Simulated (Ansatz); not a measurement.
## Tc of LuAl2 (Fd-3m) from its phonons

What Tc do the phonons of LuAl2 (Fd-3m) give, and how does it depend on μ*? The cell shown first is a relaxed one, from steps not shown here.

Method: DFT PBEsol, scalar-relativistic, plane waves, PAW, in Ansatz 0.2.0.

## 1. The cell after earlier relaxation steps

The structure is cubic, space group Fd-3m (No. 227). Conventional cell: a = 7.673 Å, b = 7.673 Å, c = 7.673 Å, α = 90.00°, β = 90.00°, γ = 90.00°. Nearest to Lu lie 12 Al at 3.18 Å and 4 Lu at 3.32 Å. Nearest to Al lie 6 Al at 2.71 Å and 6 Lu at 3.18 Å. Farther neighbours are not listed.

## 2. Electron–phonon run: q 2×2×2, k 6×6×6, scattering 12×12×12

The run that gives the couplings also evaluates McMillan's and Allen and Dynes's formulas and, where asked, the Eliashberg equations, over a range of μ*.

input.yaml

```yaml
crystal:
  lattice:
    - [0.0, 3.8366761489, 3.8366761489]
    - [3.8366761489, 0.0, 3.8366761489]
    - [3.8366761489, 3.8366761489, 0.0]
  atoms:
    - { symbol: Lu, position: [0.5, 0.5, 0.5] }
    - { symbol: Lu, position: [0.75, 0.75, 0.75] }
    - { symbol: Al, position: [0.125, 0.125, 0.125] }
    - { symbol: Al, position: [0.625, 0.125, 0.125] }
    - { symbol: Al, position: [0.125, 0.625, 0.125] }
    - { symbol: Al, position: [0.125, 0.125, 0.625] }
kpoints:
  mp_grid: { grid: [6, 6, 6] }
hamiltonian:
  xc: pbesol
scf:
  occupations: { method: methfessel_paxton, width: 0.2 }
output:
  eigenvalues: true
phonons:
  method: dfpt
  qmesh: [2, 2, 2]
  temperatures: { t_max: 1000, t_step: 50 }
  qpath:
    path:
      - [[0.0, 0.0, 0.0], [0.5, 0.0, 0.5], [0.625, 0.25, 0.625]]
      - [[0.375, 0.375, 0.75], [0.0, 0.0, 0.0], [0.5, 0.5, 0.5], [0.5, 0.25, 0.75], [0.5, 0.0, 0.5]]
    npoints: 6
  electrical_resistivity:
    mesh: [12, 12, 12]
    temperatures: [20.0, 50.0, 80.0, 100.0, 150.0, 200.0, 273.0, 300.0, 400.0, 500.0, 600.0, 800.0]
  superconductivity: { mesh: [12, 12, 12] }
```

Launch:

```sh
$ ansatz run input.yaml --threads 16 --pin off --max-ram 61440MiB --backend cuda --events-out ev --progress --plain --runs-dir out
```

Numbers of over 12 decimals in the logs are rounded to 6 here.

The program printed:

```text
Warning: phonons: the dynamical matrix that this run interpolates holds no multipole term above the dipole-dipole one, and a site of this crystal is no centre of inversion, so its interpolated transverse optical and acoustic branches and sound speeds can stay off near Gamma, and the density of states and the thermodynamics with them. What a run solves at a wave vector of phonons.qpoints, Gamma apart, where the deck admits one, is free of this, and under fd what a larger phonons.supercell samples
Engine: ansatz 0.2.0, aarch64-unknown-linux-gnu
Pseudopotentials: kind: paw
Pseudopotential: Lu, paw, valence charge 25, recommended cutoff 420 eV (normal), Lu.paw.azcp
Pseudopotential: Al, paw, valence charge 3, recommended cutoff 420 eV (normal), Al.paw.azcp
Functional definition: PBEsol
  exchange = pbesol_x
  correlation = pbesol_c
[...]
Crystal: 6 atoms, lattice volume = 112.952 Å³
Basis set: ecut = 420 eV, 2229 PW (Γ), exchange–correlation on 80×80×80 points (8 copies of the dense FFT grid, shifted against one another)
Bands: 38, of which v1, the nominal top of the filled ones, is band 31 counted from 1 (30 counted from 0)
Symmetry: 48 space group operations
k-points: 16 of 216
Non-local potential: Lu, projectors of the file, l = 0: 3, l = 1: 2, l = 2: 2, l = 3: 3
Non-local potential: Al, projectors of the file, l = 0: 2, l = 1: 2, l = 2: 1
PAW form: soft (Blöchl's): semilocal exchange-correlation on the pseudo side does not see the compensation charge
PAW frozen core: Lu, regenerated for the run's functional, and the local potential with it (the file was generated under x = pbe(κ = 0.804, μ = 0.219515), c = pbe(β = 0.066725))
PAW frozen core: Al, regenerated for the run's functional, and the local potential with it (the file was generated under x = pbe(κ = 0.804, μ = 0.219515), c = pbe(β = 0.066725))
PAW one-centre angular grid: Lu, 590 points (default); XC on 64 Gauss nodes
PAW one-centre angular grid: Al, 110 points (default); XC on 64 Gauss nodes
Initial density: superposition of atomic densities (neutral atoms: chi_scale 0, normalization atom), corrected by the library's trained network
Initial wavefunctions: pseudopotential atomic-orbital guess
[...]
Functional: x = pbesol(κ = 0.804, μ = 0.123457), c = pbesol(β = 0.046)
SCF iter   1: F=—  HF=-31324.142731 eV  |F-HF|=—  |Δ(HF+E_count)|=         —  Δρ=1.61e-3  dr2=2.21e-3  ethr=1.77e-3  ⟨swp⟩=9.0  Hψ=3251  notcnv=0
preconditioner: auto → Resta (q_TF=auto, 2.469 Å⁻¹)  ε∞=14.6  [insulator: Δε(μ)=0.183 eV  Ē_g=6.437 eV  σ=0.200 eV  W_gap=0.53  n_scr=26 (ndim 8)  ℏωp=23.7 eV  f_vac=0.000  D(μ)=3.15/eV (n_scr^D=14)  ε∞_Penn≈14.6]
SCF iter   2: F=—  HF=-31324.140844 eV  |F-HF|=—  |Δ(HF+E_count)|=   1.89e-3  S|Δr|=    0.00e0  Δρ=1.02e-3  dr2=9.20e-4  ethr=3.57e-6  ⟨swp⟩=3.2  Hψ=1642  notcnv=0  defer=1
[...]
SCF iter  10: F=-31324.140532 eV  HF=-31324.140532 eV  |F-HF|=3.64e-12  |Δ(HF+E_count)|=  4.00e-11  S|Δr|=    0.00e0  Δρ=2.53e-8  dr2=5.14e-13  ethr=1.00e-12  ⟨swp⟩=13.0  Hψ=4808  notcnv=0
SCF 1 converged in 10 iterations: F = -31324.140532 eV  dr2 = 5.14e-13
  greatest PAW one-centre occupation: 0.998 electrons in one spin orbital (limit 2), on the Lu atom at site 1 (counted from 0), in its partial waves of l = 0
[...]
iter 1 solved again at ethr=2.60e-8 eV; its pass at ethr=3.10e-3 eV (dr2=1.61e-5 eV) is discarded
SCF iter   1: F=—  HF=-31324.140671 eV  |F-HF|=—  |Δ(HF+E_count)|=         —  Δρ=7.28e-7  dr2=1.16e-10  ethr=2.60e-8  ⟨swp⟩=5.6  Hψ=6082  notcnv=0
eigensolver tolerance schedule: the retry pair's looser diagonalisation over-reported the residual by 138178.53 of it (diagonalisation noise at an unbounded share of the residual, at the tolerance the schedule requests for it); recorded, not acted on — ethr = c·dr2/N_el stays at c = 1.0e-1
preconditioner: auto → Resta (q_TF=auto, 2.469 Å⁻¹)  ε∞=14.5  [insulator: Δε(μ)=0.184 eV  Ē_g=6.457 eV  σ=0.200 eV  W_gap=0.53  n_scr=26 (ndim 8)  ℏωp=23.7 eV  f_vac=0.000  D(μ)=3.15/eV (n_scr^D=14)  ε∞_Penn≈14.5]
SCF iter   2: F=—  HF=-31324.140532 eV  |F-HF|=—  |Δ(HF+E_count)|=   1.39e-4  S|Δr|=    0.00e0  Δρ=3.70e-7  dr2=2.79e-11  ethr=1.00e-12  ⟨swp⟩=5.2  Hψ=2460  notcnv=0
[...]
SCF 2 converged in 4 iterations: F = -31324.140532 eV  dr2 = 6.97e-12
[...]
SCF 3 converged in 10 iterations: F = -31324.140532 eV  dr2 = 5.15e-13
[...]
SCF converged after 10 iterations
[...]
800.00      6.1812e1              no      6.1812e1      6.1812e1      6.1812e1        6.7163e1          6.1019e1
  mean free path at 20 K (of a tensor a third of its trace): 5880 nm by what each carries, 4394 by the Fermi surface alone
  mean free path at 50 K (of a tensor a third of its trace): 162 nm by what each carries, 122 by the Fermi surface alone
  mean free path at 80 K (of a tensor a third of its trace): 51.1 nm by what each carries, 40.5 by the Fermi surface alone
  Hall coefficient in a weak field at 80 K (a third of the trace): 2.978e-10 m³/C (as a tensor it moves by 42.1 % between the two finest meshes); by each state's relaxation time: 2.954e-10 m³/C; by a constant relaxation time: 3.429e-10 m³/C
  mean free path at 100 K (of a tensor a third of its trace): 32.6 nm by what each carries, 26.3 by the Fermi surface alone
  Hall coefficient in a weak field at 100 K (a third of the trace): 2.923e-10 m³/C (as a tensor it moves by 36.9 % between the two finest meshes); by each state's relaxation time: 2.913e-10 m³/C; by a constant relaxation time: 3.456e-10 m³/C
  mean free path at 150 K (of a tensor a third of its trace): 16.3 nm by what each carries, 13.6 by the Fermi surface alone
  Hall coefficient in a weak field at 150 K (a third of the trace): 2.829e-10 m³/C (as a tensor it moves by 27.5 % between the two finest meshes); by each state's relaxation time: 2.831e-10 m³/C; by a constant relaxation time: 3.495e-10 m³/C
  mean free path at 200 K (of a tensor a third of its trace): 10.9 nm by what each carries, 9.17 by the Fermi surface alone
  Hall coefficient in a weak field at 200 K (a third of the trace): 2.780e-10 m³/C (as a tensor it moves by 22.2 % between the two finest meshes); by each state's relaxation time: 2.789e-10 m³/C; by a constant relaxation time: 3.511e-10 m³/C
  mean free path at 273 K (of a tensor a third of its trace): 7.49 nm by what each carries, 6.31 by the Fermi surface alone
  Hall coefficient in a weak field at 273 K (a third of the trace): 2.755e-10 m³/C (as a tensor it moves by 18.4 % between the two finest meshes); by each state's relaxation time: 2.772e-10 m³/C; by a constant relaxation time: 3.517e-10 m³/C
  mean free path at 300 K (of a tensor a third of its trace): 6.75 nm by what each carries, 5.67 by the Fermi surface alone
  Hall coefficient in a weak field at 300 K (a third of the trace): 2.754e-10 m³/C (as a tensor it moves by 17.6 % between the two finest meshes); by each state's relaxation time: 2.773e-10 m³/C; by a constant relaxation time: 3.517e-10 m³/C
  mean free path at 400 K (of a tensor a third of its trace): 5.05 nm by what each carries, 4.19 by the Fermi surface alone
  Hall coefficient in a weak field at 400 K (a third of the trace): 2.767e-10 m³/C (as a tensor it moves by 15.9 % between the two finest meshes); by each state's relaxation time: 2.794e-10 m³/C; by a constant relaxation time: 3.516e-10 m³/C
  mean free path at 500 K (of a tensor a third of its trace): 4.13 nm by what each carries, 3.38 by the Fermi surface alone
  Hall coefficient in a weak field at 500 K (a third of the trace): 2.803e-10 m³/C (as a tensor it moves by 14.8 % between the two finest meshes); by each state's relaxation time: 2.835e-10 m³/C; by a constant relaxation time: 3.515e-10 m³/C
  mean free path at 600 K (of a tensor a third of its trace): 3.56 nm by what each carries, 2.86 by the Fermi surface alone
  Hall coefficient in a weak field at 600 K (a third of the trace): 2.861e-10 m³/C (as a tensor it moves by 13.1 % between the two finest meshes); by each state's relaxation time: 2.896e-10 m³/C; by a constant relaxation time: 3.518e-10 m³/C
  mean free path at 800 K (of a tensor a third of its trace): 2.91 nm by what each carries, 2.24 by the Fermi surface alone
  Hall coefficient in a weak field at 800 K (a third of the trace): 3.028e-10 m³/C (as a tensor it moves by 9.0 % between the two finest meshes); by each state's relaxation time: 3.061e-10 m³/C; by a constant relaxation time: 3.540e-10 m³/C
  the resistivity times a path that all electrons share, by the Fermi surface of the deck's mesh alone (a third of the trace): 1.385e-15 Ω·m²
  not converged in the mesh (λ; λ_tr; the resistivity at 20 K by 5.83 %; the resistivity at 50 K by 4.53 %; the resistivity at 80 K by 4.08 %; the resistivity at 100 K by 3.92 %; the resistivity at 150 K by 3.33 %; the resistivity at 200 K by 2.41 %; the resistivity at 500 K by 2.30 %; the resistivity at 600 K by 2.84 %; the resistivity at 800 K by 2.64 %): between neighbouring meshes, the two finest first, λ moves b [...]
  vibrations of 8 cells: unjudged by the run; compare a larger repeat
  the changes of the potential over all sites missed a rigid shift's by 0.00 % (the site terms' by 0.01 %)
  at the force constants' own smearing the fine mesh and the k-points of their solves give squared frequencies that differ by 7.1 % of the larger at the most, at (0, 0, -0.5)
--- Superconductivity: potentials and phonons of a 2×2×2 supercell ---
           mesh         λ    ħω_log (meV)  μ* declared at (meV)
       12×12×12    0.3865          18.585               23.612
          6×6×6    0.3687          18.316               23.291
          3×3×3    0.5904          19.319               24.130
  λ by the species' shares of the modes' patterns: Lu 0.1809, Al 0.2056
  with the Fermi level up to 53.4 meV (the hardest mode) off, states and modes as they are: density of states 1.5834 to 2.2888 /eV of one spin and cell, λ 0.3258 to 0.4542
  transition temperature on the deck's mesh (K), isotropic and anisotropic, restricted to the Fermi surface (FSR) and over the full bandwidth (FBW), and the last with the density of states resolved in a narrower window:
        μ*   McMillan   Allen–Dynes      iso. FSR      iso. FBW    aniso. FSR    aniso. FBW  narrow window
      0.08      1.190         1.210         1.067         1.064         1.101         1.093          1.094
      0.10      0.741         0.752         0.644         0.644         0.671         0.668          0.669
      0.12      0.418         0.424         0.355         0.357         0.375         0.376          0.376
      0.13      0.299         0.303         0.252         0.255         0.269         0.271          0.272
      0.14      0.206         0.209         0.174         0.177         0.187         0.190          0.190
      0.16      0.085         0.086    none_found    none_found    none_found    none_found     none_found
      0.20      0.005         0.006    none_found    none_found    none_found    none_found     none_found
  none_found: no transition down to 0.1 K
  isotope coefficients −∂ln Tc/∂ln M under μ* = 0.13, the force constants as they are, of the isotropic transitions restricted to the Fermi surface and over the full bandwidth: Lu 0.278 and 0.276, Al -0.079 and -0.082
  gaps at the Fermi level over the full bandwidth under μ* = 0.1, 0.167 K: 0.081 to 0.140 meV
  gaps at the Fermi level over the full bandwidth under μ* = 0.13, 0.068 K: 0.032 to 0.060 meV
  not converged in the mesh (λ, the transition temperature): between neighbouring meshes, the two finest first, λ moves by 4.61 % and 60.12 % and the anisotropic transition temperature over the full bandwidth at μ* = 0.13 by 33.79 % and 1629.80 %; converged means that the two finest part by at most 2.00 % and 5.00 %
  vibrations of 8 cells: unjudged by the run; compare a larger repeat
  the changes of the potential over all sites missed a rigid shift's by 0.00 % (the site terms' by 0.01 %)
  at the force constants' own smearing the fine mesh and the k-points of their solves give squared frequencies that differ by 7.1 % of the larger at the most, at (0, 0, -0.5)
```

It took 31 s on 1 × NVIDIA GB200 with 16 threads of Arm Neoverse V2, shared host; peak memory 4.1 GiB; 4.6 min of CPU time.

Reading the cycles: dr2 is the Hartree energy of the density residual (eV), the measure of convergence; HF is the Harris–Foulkes estimate of the energy, which meets the free energy F at convergence.

Numbers from this step:

* volume per atom: 18.83 Å³
* metallic on mesh: yes
* gap on the k-mesh: 0 eV
* zero-point energy: 0.2243 eV/cell
* share of imaginary modes in the plain interpolation between solved wavevectors: 0
* highest frequency, solved or plainly interpolated: 429.9 cm⁻¹
* mean sound speed: 3.449 km/s
* Debye temperature elastic: 386 K
* Debye temperature (second moment): 413 K
* resistivity at 300 K: 24.41 μΩ cm
* coupling constant λ: 0.3865
* density of states at the Fermi level: 1.912 states/eV a spin and cell
* log mean phonon energy ħω_log: 18.58 meV
* transport coupling constant λ_tr: 0.4007, 0.4007, 0.4007 (xx, yy, zz)
* Drude plasma energy: 4.24, 4.24, 4.24 eV (xx, yy, zz)
* resistivity times mean free path: 13.85, 13.85, 13.85 × 10⁻¹⁶ Ω m² (xx, yy, zz)

An empty cell: under 1 mK by a formula, or no transition down to the floor of the Eliashberg search. Transition temperatures:

```
  μ*  McMillan Tc (K)  Allen–Dynes Tc (K)  isotropic Fermi-surface Tc (K)  isotropic full bandwidth Tc (K)  anisotropic Fermi-surface Tc (K)  anisotropic full bandwidth Tc (K)  anisotropic narrow window Tc (K)
0.08             1.19                1.21                            1.07                             1.06                               1.1                               1.09                              1.09
 0.1            0.741               0.752                           0.644                            0.644                             0.671                              0.668                             0.669
0.12            0.418               0.424                           0.355                            0.357                             0.375                              0.376                             0.376
0.13            0.299               0.303                           0.252                            0.255                             0.269                              0.271                             0.272
0.14            0.206               0.209                           0.174                            0.177                             0.187                               0.19                              0.19
0.16           0.0845              0.0855                               -                                -                                 -                                  -                                 -
 0.2          0.00545             0.00551                               -                                -                                 -                                  -                                 -
```

[end of part 1 of 2]

[Logs are printed without paths, hosts, clocks, repeated set-up lines and the standing remarks that a program may print on its own settings, such as how far it seeks lower states.]

[Hosts, paths, dates, database ids (printed as entryN), source tags and the programs' standing remarks are cut or masked in the printed files.]
